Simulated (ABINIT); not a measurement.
# Beyond one shot: CsSrF3 (Pm-3m)

How far does self-consistency move the gap of CsSrF3 (Pm-3m)?

Method: LDA and many-body steps on it, plane waves, in ABINIT 10.8.3.

## Step 1: Set-up

The structure is cubic, space group Pm-3m (No. 221). The conventional cell has a = 4.763 Å, b = 4.763 Å, c = 4.763 Å, α = 90.00°, β = 90.00°, γ = 90.00°. Nearest to Cs lie 12 F at 3.37 Å. Sr has 6 F at 2.38 Å nearest. Nearest to F lie 2 Sr at 2.38 Å and 4 Cs at 3.37 Å. Farther neighbours and most contacts between anions are not listed.

The cell and positions are those that the Materials Project relaxed with its own functionals (PBE, PBE+U or r2SCAN), kept fixed. Spin-orbit coupling is left out unless a step names it.

## Step 2: Empty states on the mesh, 2×2×2 mesh, 99 bands

This step: ABINIT 10.8.3; DFT, LDA, plane waves, norm-conserving pseudopotentials.

The sums over transitions need many empty states on a uniform mesh; this step solves for them.

run.abi

```
acell 3*1.0 Angstrom
rprim 
  4.763247010000 0.000000000000 0.000000000000
  0.000000000000 4.763247010000 0.000000000000
  0.000000000000 0.000000000000 4.763247010000
ntypat 3
znucl 55 38 9
natom 5
typat 1 2 3 3 3
xred 
  0.000000000000 0.000000000000 0.000000000000
  0.500000000000 0.500000000000 0.500000000000
  0.000000000000 0.500000000000 0.500000000000
  0.500000000000 0.000000000000 0.500000000000
  0.500000000000 0.500000000000 0.000000000000
pp_dirpath "pseudos"
pseudos "Cs.upf, Sr.upf, F.upf"
ecut 36
ngkpt 2 2 2
nshiftk 1
shiftk 0 0 0
kptopt 1
chksymbreak 0
iscf -2
irdden 1
istwfk *1
nband 99
nbdbuf 8
tolwfr 1e-09
nstep 60
prtvol 0
indata_prefix "in"
outdata_prefix "out"
tmpdata_prefix "tmp"
```

Command:

```bash
$ OMP_NUM_THREADS=2 mpirun -n 4 abinit run.abi > log
```

Numbers of over 12 decimals in the logs are rounded to 6 here.

The program printed:

```text
.Version 10.8.3 of ABINIT. v10.8.2 released Aug 2026.

 Symmetries : space group Pm -3 m (#221); Bravais cP (primitive cubic)
[... echo of the input left out ...]
== DATASET  1 ==================================================================
-   mpi_nproc: 4, omp_nthreads: 2 (-1 if OMP is not activated)

--- !DatasetInfo
iteration_state: {dtset: 1, }
dimensions: {natom: 5, nkpt: 4, mband: 99, nsppol: 1, nspinor: 1, nspden: 1, mpw: 7568, }
cutoff_energies: {ecut:  36.0, pawecutdg:  -1.0, }
[...]
1.31845    1.31845    1.31845    1.34243    1.34243    1.34243    1.38808    1.38808
   1.38808    1.44895    1.44895    1.47922    1.47922    1.47922    1.48363    1.48363
   1.55987    1.55990    1.56093
 prteigrs : prtvol=0 or 1, do not print more k-points.

== END DATASET(S) ==============================================================
================================================================================

 -outvars: echo values of variables after computation  --------
            nband          99
             nkpt           4
          spgroup         221
 [... the other variables as echoed above ...]

 Calculation completed.
```

It took 35 s on 4 MPI ranks of Arm Neoverse N1, shared host; peak memory 0.36 GiB.

This step gave:

* gap: 6.076 eV
* k of the valence top: 0, 0, 0
* k of the conduction bottom: 0, 0, 0
* least direct gap: 6.076 eV
* k points computed: 4
* lowest point of the top converged band, above the valence top: 39.48 eV

On this mesh the gap is 6.076 eV.

The density comes from a self-consistent run that is not shown.

## Step 3: Screening, 2×2×2 mesh, 91 bands, screening to 106.1 eV

The RPA dielectric matrix is built and inverted for each q.

This step: RPA screening on LDA, plane waves, norm-conserving pseudopotentials.

Changes to run.abi since step 2:

```diff
@@ -23,10 +23,11 @@
 chksymbreak 0
-iscf -2
-irdden 1
 istwfk *1
-nband 99
-nbdbuf 8
-tolwfr 1e-09
-nstep 60
-prtvol 0
+occopt 1
+irdwfk 1
+optdriver 3
+nband 91
+ecuteps 3.9
+inclvkb 2
+awtr 1
+symchi 1
 indata_prefix "in"
```

Command:

```bash
$ OMP_NUM_THREADS=1 mpirun -n 8 abinit run.abi > log
```

The program printed:

```text
.Version 10.8.3 of ABINIT. v10.8.2 released Aug 2026.

 Symmetries : space group Pm -3 m (#221); Bravais cP (primitive cubic)
[... echo of the input left out ...]
== DATASET  1 ==================================================================
-   mpi_nproc: 8, omp_nthreads: 1 (-1 if OMP is not activated)

--- !DatasetInfo
iteration_state: {dtset: 1, }
dimensions: {natom: 5, nkpt: 4, mband: 91, nsppol: 1, nspinor: 1, nspden: 1, mpw: 7568, }
cutoff_energies: {ecut:  36.0, pawecutdg:  -1.0, }
electrons: {nelect:   4.00000000E+01, charge:   0.00000000E+00, occopt:   1.00000000E+00, tsmear:   1.00000000E-02, }

 SCREENING: Calculation of the susceptibility and dielectric matrices

 Based on a program developped by R.W. Godby, V. Olevano, G. Onida, and L. Reining.
 Incorporated in ABINIT by V. Olevano, G.-M. Rignanese, and M. Torrent.
.Using double precision arithmetic ; gwpc =  8

[... cell and pseudopotentials left out ...]
--------------------------------------------------------------------------------

 ==== K-mesh for the wavefunctions ====
 Number of points in the irreducible wedge :     4
[... list of points left out ...]
 Together with 48 symmetry operations and time-reversal symmetry
 yields     8 points in the full Brillouin Zone.

 ==== Q-mesh for the screening function ====
 Number of points in the irreducible wedge :     4
[... list of points left out ...]
 Together with 48 symmetry operations and time-reversal symmetry
 yields     8 points in the full Brillouin Zone.

 setmesh: FFT mesh size selected  =    36x   36x   36
          total number of points  =        46656

 vcoul_init : cutoff-mode = AUXILIARY_FUNCTION
 q-points for optical limit:   1
     1)      0.000010    0.000020    0.000030

- screening: taking advantage of time-reversal symmetry
- Maximum band index for partially occupied states nbvw = 20
- Remaining bands to be divided among processors   nbcw = 71
- Number of bands treated by each node ~8

 Number of electrons calculated from density =   40.0000; Expected =   40.0000
 average of density, n =  0.054847
 r_s =    1.6327
 omega_plasma =   22.5909 [eV]

 calculating chi0 at frequencies [eV] :
  1    0.000000E+00    0.000000E+00
  2    0.000000E+00    2.259085E+01

--------------------------------------------------------------------------------
  q-point number  1        q = ( 0.000000, 0.000000, 0.000000) [r.l.u.]
--------------------------------------------------------------------------------
[... chi0 elements left out ...]
 For q-point:  0.000010 0.000020 0.000030
  dielectric constant =   2.2685
  dielectric constant without local fields =   2.5149

  Average fulfillment of the sum rule on Im[epsilon] for q-point    1 :     46.08  [%]
[... wings left out ...]
  q-point number  2        q = ( 0.500000, 0.000000, 0.000000) [r.l.u.]
--------------------------------------------------------------------------------
[... chi0 elements left out ...]
  Average fulfillment of the sum rule on Im[epsilon] for q-point    2 :     54.53  [%]

 [... 2 further q-points ...]
```

Run time: 18 s. Hardware: 8 MPI ranks; peak memory 2 GiB; 2.4 min of CPU time.

This step gave:

| Quantity | Value |
| --- | --- |
| ε∞ with local fields, on this mesh, along the program's q direction | 2.268 |
| the same without local fields | 2.515 |
| plasma frequency | 22.59 eV |
| plane waves in the screening matrix | 257 |

Local fields lower ε∞ by 10 %. On a Γ-centred mesh this coarse the value itself is usually too large, while a short band sum pulls it down.

## Step 4: G0W0

The self-energy is evaluated for the states that the input lists, and the levels follow from it, in one-shot runs by the linearised quasiparticle equation.

This step: G0W0 on LDA, plane waves, norm-conserving pseudopotentials.

Changes to run.abi since step 3:

```diff
@@ -26,8 +26,15 @@
 irdwfk 1
-optdriver 3
+optdriver 4
 nband 91
+gwcalctyp 0
+ecutsigx 36
+symsigma 1
+nkptgw 1
+kptgw 
+  0.0000000000 0.0000000000 0.0000000000
+bdgw 
+  18 23
 ecuteps 3.9
-inclvkb 2
-awtr 1
-symchi 1
+irdscr 1
+ppmodel 1
 indata_prefix "in"
```

The program printed:

```text
.Version 10.8.3 of ABINIT. v10.8.2 released Aug 2026.

 Symmetries : space group Pm -3 m (#221); Bravais cP (primitive cubic)
[... echo of the input left out ...]
== DATASET  1 ==================================================================
-   mpi_nproc: 8, omp_nthreads: 1 (-1 if OMP is not activated)

--- !DatasetInfo
iteration_state: {dtset: 1, }
dimensions: {natom: 5, nkpt: 4, mband: 91, nsppol: 1, nspinor: 1, nspden: 1, mpw: 7568, }
cutoff_energies: {ecut:  36.0, pawecutdg:  -1.0, }
electrons: {nelect:   4.00000000E+01, charge:   0.00000000E+00, occopt:   1.00000000E+00, tsmear:   1.00000000E-02, }

 SIGMA: Calculation of the GW corrections

 Based on a program developped by R.W. Godby, V. Olevano, G. Onida, and L. Reining.
 Incorporated in ABINIT by V. Olevano, G.-M. Rignanese, and M. Torrent.
.Using double precision arithmetic ; gwpc =  8

[... cell and pseudopotentials left out ...]
--------------------------------------------------------------------------------

 ==== K-mesh for the wavefunctions ====
 Number of points in the irreducible wedge :     4
[... list of points left out ...]
 Together with 48 symmetry operations and time-reversal symmetry
 yields     8 points in the full Brillouin Zone.

 ==== Q-mesh for screening function ====
 Number of points in the irreducible wedge :     4
[... list of points left out ...]
 Together with 48 symmetry operations and time-reversal symmetry
 yields     8 points in the full Brillouin Zone.

 vcoul_init : cutoff-mode = AUXILIARY_FUNCTION
 q-points for optical limit:   1
     1)      0.000010    0.000020    0.000030
 setmesh: FFT mesh size selected  =    50x   50x   50
          total number of points  =       125000

 Number of electrons calculated from density =   40.0000; Expected =   40.0000
 average of density, n =  0.054847
 r_s =    1.6327
 omega_plasma =   22.5909 [eV]

 === KS Band Gaps ===
  >>>> For spin  1
   Minimum direct gap =   6.0761 [eV], located at k-point      :   0.0000  0.0000  0.0000
   Fundamental gap    =   6.0761 [eV], Top of valence bands at :   0.0000  0.0000  0.0000
                                       Bottom of conduction at :   0.0000  0.0000  0.0000
 SIGMA fundamental parameters:
 PLASMON POLE MODEL  1
 number of plane-waves for SigmaX                 7497
 number of plane-waves for SigmaC and W            257
 number of plane-waves for wavefunctions          7497
 number of bands                                    91
 number of independent spin polarizations            1
 number of spinorial components                      1
 number of k-points in IBZ                           4
 number of q-points in IBZ                           4
 number of symmetry operations                      48
 number of k-points in BZ                            8
 number of q-points in BZ                            8
 number of frequencies for dSigma/dE                 9
 frequency step for dSigma/dE [eV]                0.25
 number of omega for Sigma on real axis              0
 max omega for Sigma on real axis  [eV]           0.00
 zcut for avoiding poles [eV]                     0.10

 EPSILON^-1 parameters (SCR file):
 dimension of the eps^-1 matrix on file            257
 dimension of the eps^-1 matrix used               257
 number of plane-waves for wavefunctions          7497
 number of bands                                    91
 number of q-points in IBZ                           4
 number of frequencies                               2
 number of real frequencies                          1
 number of imag frequencies                          1

 matrix elements of self-energy operator (all in [eV])

 Perturbative Calculation

--- !SelfEnergy_ee
iteration_state: {dtset: 1, }
kpoint     : [   0.000,    0.000,    0.000, ]
spin       : 1
KS_gap     :    6.076
QP_gap     :    9.580
Delta_QP_KS:    3.504
data: !SigmaeeData |
     Band     E0 <VxcDFT>   SigX SigC(E0)      Z dSigC/dE  Sig(E)    E-E0       E
       18  -0.049 -22.169 -29.627   5.257   0.797  -0.255 -23.923  -1.754  -1.803
       19  -0.049 -22.169 -29.627   5.257   0.797  -0.255 -23.923  -1.754  -1.803
       20  -0.049 -22.169 -29.627   5.257   0.797  -0.255 -23.923  -1.754  -1.803
       21   6.027  -8.532  -3.827  -2.733   0.887  -0.127  -6.782   1.750   7.777
       22   7.583  -8.104  -3.462  -2.644   0.886  -0.129  -6.334   1.770   9.353
       23   7.583  -8.104  -3.462  -2.644   0.886  -0.129  -6.334   1.770   9.353

== END DATASET(S) ==============================================================
================================================================================

 -outvars: echo values of variables after computation  --------
           etotal      0.0000000000E+00
            nband          91
             nkpt           4
          spgroup         221
 [... the other variables as echoed above ...]

 Calculation completed.
```

It took 7.7 s on 8 MPI ranks; peak memory 1.4 GiB.

Numbers from this step:

| Item | Value |
| --- | --- |
| G0W0 gap on the points computed | 9.58 eV |
| starting gap on the mesh | 6.076 eV |
| k of the valence top | 0, 0, 0 |
| k of the conduction bottom | 0, 0, 0 |
| Z at the valence top | 0.797 |
| Z at the conduction bottom | 0.887 |
| least direct G0W0 gap on the computed points | 9.58 eV |

The gap on the mesh goes from 6.08 eV to 9.58 eV, a correction of +3.50 eV.

## Step 5: evGW0, cycle 1

This step: evGW0 on LDA, plane waves, norm-conserving pseudopotentials.

Changes to run.abi since step 4:

```diff
@@ -28,10 +28,16 @@
 nband 91
-gwcalctyp 0
+gwcalctyp 10
 ecutsigx 36
 symsigma 1
-nkptgw 1
+nkptgw 4
 kptgw 
   0.0000000000 0.0000000000 0.0000000000
+  0.5000000000 0.0000000000 0.0000000000
+  0.5000000000 0.5000000000 0.0000000000
+  0.5000000000 0.5000000000 0.5000000000
 bdgw 
-  18 23
+  9 38
+  9 38
+  9 38
+  9 38
 ecuteps 3.9
```

The program printed:

```text
.Version 10.8.3 of ABINIT. v10.8.2 released Aug 2026.

 Symmetries : space group Pm -3 m (#221); Bravais cP (primitive cubic)
[... echo of the input left out ...]
== DATASET  1 ==================================================================
-   mpi_nproc: 8, omp_nthreads: 1 (-1 if OMP is not activated)

--- !DatasetInfo
iteration_state: {dtset: 1, }
dimensions: {natom: 5, nkpt: 4, mband: 91, nsppol: 1, nspinor: 1, nspden: 1, mpw: 7568, }
cutoff_energies: {ecut:  36.0, pawecutdg:  -1.0, }
electrons: {nelect:   4.00000000E+01, charge:   0.00000000E+00, occopt:   1.00000000E+00, tsmear:   1.00000000E-02, }

 SIGMA: Calculation of the GW corrections

 Based on a program developped by R.W. Godby, V. Olevano, G. Onida, and L. Reining.
 Incorporated in ABINIT by V. Olevano, G.-M. Rignanese, and M. Torrent.
.Using double precision arithmetic ; gwpc =  8

[... cell and pseudopotentials left out ...]
--------------------------------------------------------------------------------

 ==== K-mesh for the wavefunctions ====
 Number of points in the irreducible wedge :     4
[... list of points left out ...]
 Together with 48 symmetry operations and time-reversal symmetry
 yields     8 points in the full Brillouin Zone.

 ==== Q-mesh for screening function ====
 Number of points in the irreducible wedge :     4
[... list of points left out ...]
 Together with 48 symmetry operations and time-reversal symmetry
 yields     8 points in the full Brillouin Zone.

 vcoul_init : cutoff-mode = AUXILIARY_FUNCTION
 q-points for optical limit:   1
     1)      0.000010    0.000020    0.000030
 setmesh: FFT mesh size selected  =    50x   50x   50
          total number of points  =       125000

 Number of electrons calculated from density =   40.0000; Expected =   40.0000
[...]
--- !SelfEnergy_ee
iteration_state: {dtset: 1, }
kpoint     : [   0.500,    0.500,    0.000, ]
spin       : 1
KS_gap     :    8.111
QP_gap     :   11.864
Delta_QP_KS:    3.753
data: !SigmaeeData |
     Band     E_DFT   <VxcDFT>   E(N-1)  <Hhartree>   SigX  SigC[E(N-1)]    Z     dSigC/dE  Sig[E(N)]  DeltaE  E(N)_pert E(N)_diago
[...]
--- !SelfEnergy_ee
iteration_state: {dtset: 1, }
kpoint     : [   0.500,    0.500,    0.500, ]
spin       : 1
KS_gap     :    8.420
QP_gap     :   12.104
Delta_QP_KS:    3.684
data: !SigmaeeData |
     Band     E_DFT   <VxcDFT>   E(N-1)  <Hhartree>   SigX  SigC[E(N-1)]    Z     dSigC/dE  Sig[E(N)]  DeltaE  E(N)_pert E(N)_diago
[...]
37    17.093   -12.443    17.093    29.536    -3.144    -4.219     0.852    -0.174    -8.115     4.328    21.421    22.173
       38    17.093   -12.443    17.093    29.536    -3.144    -4.219     0.852    -0.174    -8.115     4.328    21.421    22.173

 New Fermi energy :        1.056425E-01 Ha ,    2.874680E+00 eV

 === QP Band Gaps ===
  >>>> For spin  1
   Minimum direct gap =  10.2489 [eV], located at k-point      :   0.0000  0.0000  0.0000
   Fundamental gap    =  10.2489 [eV], Top of valence bands at :   0.0000  0.0000  0.0000
                                       Bottom of conduction at :   0.0000  0.0000  0.0000

 writing QP data on file : out_QPS

 Convergence of QP corrections
 >>>>> For spin  1 <<<<<
.  kptgw no:  1; Maximum DeltaE = (   1.770   0.000) for band index: 23
.  kptgw no:  2; Maximum DeltaE = (   3.057   0.000) for band index: 30
.  kptgw no:  3; Maximum DeltaE = (   2.264   0.000) for band index: 28
.  kptgw no:  4; Maximum DeltaE = (   2.229  -0.000) for band index: 28

== END DATASET(S) ==============================================================
================================================================================

 -outvars: echo values of variables after computation  --------
           etotal      0.0000000000E+00
            nband          91
             nkpt           4
          spgroup         221
 [... the other variables as echoed above ...]

 Calculation completed.
```

It took 59 s on 8 MPI ranks; peak memory 3.7 GiB.

This step gave:

```yaml
quasiparticle_gap_on_the_mesh: 10.25 eV
gap_of_the_density_functional_on_the_mesh: 6.076 eV
k_of_the_valence_top: 0, 0, 0
k_of_the_conduction_bottom: 0, 0, 0
z_at_the_valence_top: 0.797
z_at_the_conduction_bottom: 0.887
least_direct_quasiparticle_gap_on_the_computed_points: 10.25 eV
```

Against G0W0 in ABINIT (2×2×2 mesh, 91 bands, screening to 106.1 eV, Godby-Needs plasmon pole), the gap moves by +0.669 eV. This first cycle still uses the starting levels; it takes the full correction, at all points of the mesh, and its linearised value is 9.580 eV.

## Step 6: evGW0, cycle 2

The corrected levels of the last cycle go back in.

Changes to run.abi since step 5:

```diff
@@ -45,2 +45,3 @@
 ppmodel 1
+irdqps 1
 indata_prefix "in"
```

The program printed:

```text
.Version 10.8.3 of ABINIT. v10.8.2 released Aug 2026.

 Symmetries : space group Pm -3 m (#221); Bravais cP (primitive cubic)
[... echo of the input left out ...]
== DATASET  1 ==================================================================
-   mpi_nproc: 8, omp_nthreads: 1 (-1 if OMP is not activated)

--- !DatasetInfo
iteration_state: {dtset: 1, }
dimensions: {natom: 5, nkpt: 4, mband: 91, nsppol: 1, nspinor: 1, nspden: 1, mpw: 7568, }
cutoff_energies: {ecut:  36.0, pawecutdg:  -1.0, }
[...]
.  kptgw no:  2; Maximum DeltaE = (  -0.124   0.000) for band index: 29
.  kptgw no:  3; Maximum DeltaE = (  -0.144   0.000) for band index: 30
.  kptgw no:  4; Maximum DeltaE = (  -0.100  -0.000) for band index: 29

== END DATASET(S) ==============================================================
================================================================================

 -outvars: echo values of variables after computation  --------
           etotal      0.0000000000E+00
            nband          91
             nkpt           4
          spgroup         221
 [... the other variables as echoed above ...]

 Calculation completed.
```

Elapsed: 60 s, on 8 MPI ranks; peak memory 3.7 GiB; 8 min of CPU time.

Numbers from this step:

```yaml
quasiparticle_gap_on_the_mesh: 10.15 eV
gap_of_the_density_functional_on_the_mesh: 6.076 eV
k_of_the_valence_top: 0, 0, 0
k_of_the_conduction_bottom: 0, 0, 0
least_direct_quasiparticle_gap_on_the_computed_points: 10.15 eV
```

Against the cycle before, the gap moves by −0.096 eV.

## Step 7: evGW0, cycle 3

run.abi is that of step 6.

The program printed:

```text
.Version 10.8.3 of ABINIT. v10.8.2 released Aug 2026.

 Symmetries : space group Pm -3 m (#221); Bravais cP (primitive cubic)
[... echo of the input left out ...]
== DATASET  1 ==================================================================
-   mpi_nproc: 8, omp_nthreads: 1 (-1 if OMP is not activated)

--- !DatasetInfo
iteration_state: {dtset: 1, }
dimensions: {natom: 5, nkpt: 4, mband: 91, nsppol: 1, nspinor: 1, nspden: 1, mpw: 7568, }
cutoff_energies: {ecut:  36.0, pawecutdg:  -1.0, }
[...]
.  kptgw no:  2; Maximum DeltaE = (   0.006   0.000) for band index: 29
.  kptgw no:  3; Maximum DeltaE = (   0.035  -0.000) for band index:  5
.  kptgw no:  4; Maximum DeltaE = (   0.004  -0.000) for band index: 28

== END DATASET(S) ==============================================================
================================================================================

 -outvars: echo values of variables after computation  --------
           etotal      0.0000000000E+00
            nband          91
             nkpt           4
          spgroup         221
 [... the other variables as echoed above ...]

 Calculation completed.
```

Elapsed: 60 s, on 8 MPI ranks; peak memory 3.7 GiB.

Numbers from this step:

| Quantity | Value |
| --- | --- |
| quasiparticle gap on the mesh | 10.15 eV |
| gap of the density functional on the mesh | 6.076 eV |
| k of the valence top | 0, 0, 0 |
| k of the conduction bottom | 0, 0, 0 |
| least direct quasiparticle gap on the computed points | 10.15 eV |

Against the cycle before, the gap moves by −0.002 eV.

(Part 1 of 3 ends here.)

[Paths, hosts, dates, memory and timing lines, banners, echoed tables and standing remarks are left out of the program output.]

[Logs are printed without paths, hosts, clocks, repeated set-up lines and the standing remarks that a program may print on its own settings, such as how far it seeks lower states.]

[Runs of the session that timed out or met a known fault of the program may be left out.]

[Hosts, paths, dates, database ids (printed as entryN), source tags and the programs' standing remarks are cut or masked in the printed files.]

[G0W0 gaps are taken among the corrected bands and points alone; a level outside them can change the order at an edge.]

[Where Ansatz stands beside ABINIT at settings called matched, ABINIT's density can come from a denser mesh and the files from another edition; pairs whose starting gaps differed by over 0.03 eV were left out, so agreement reads better than it is.]
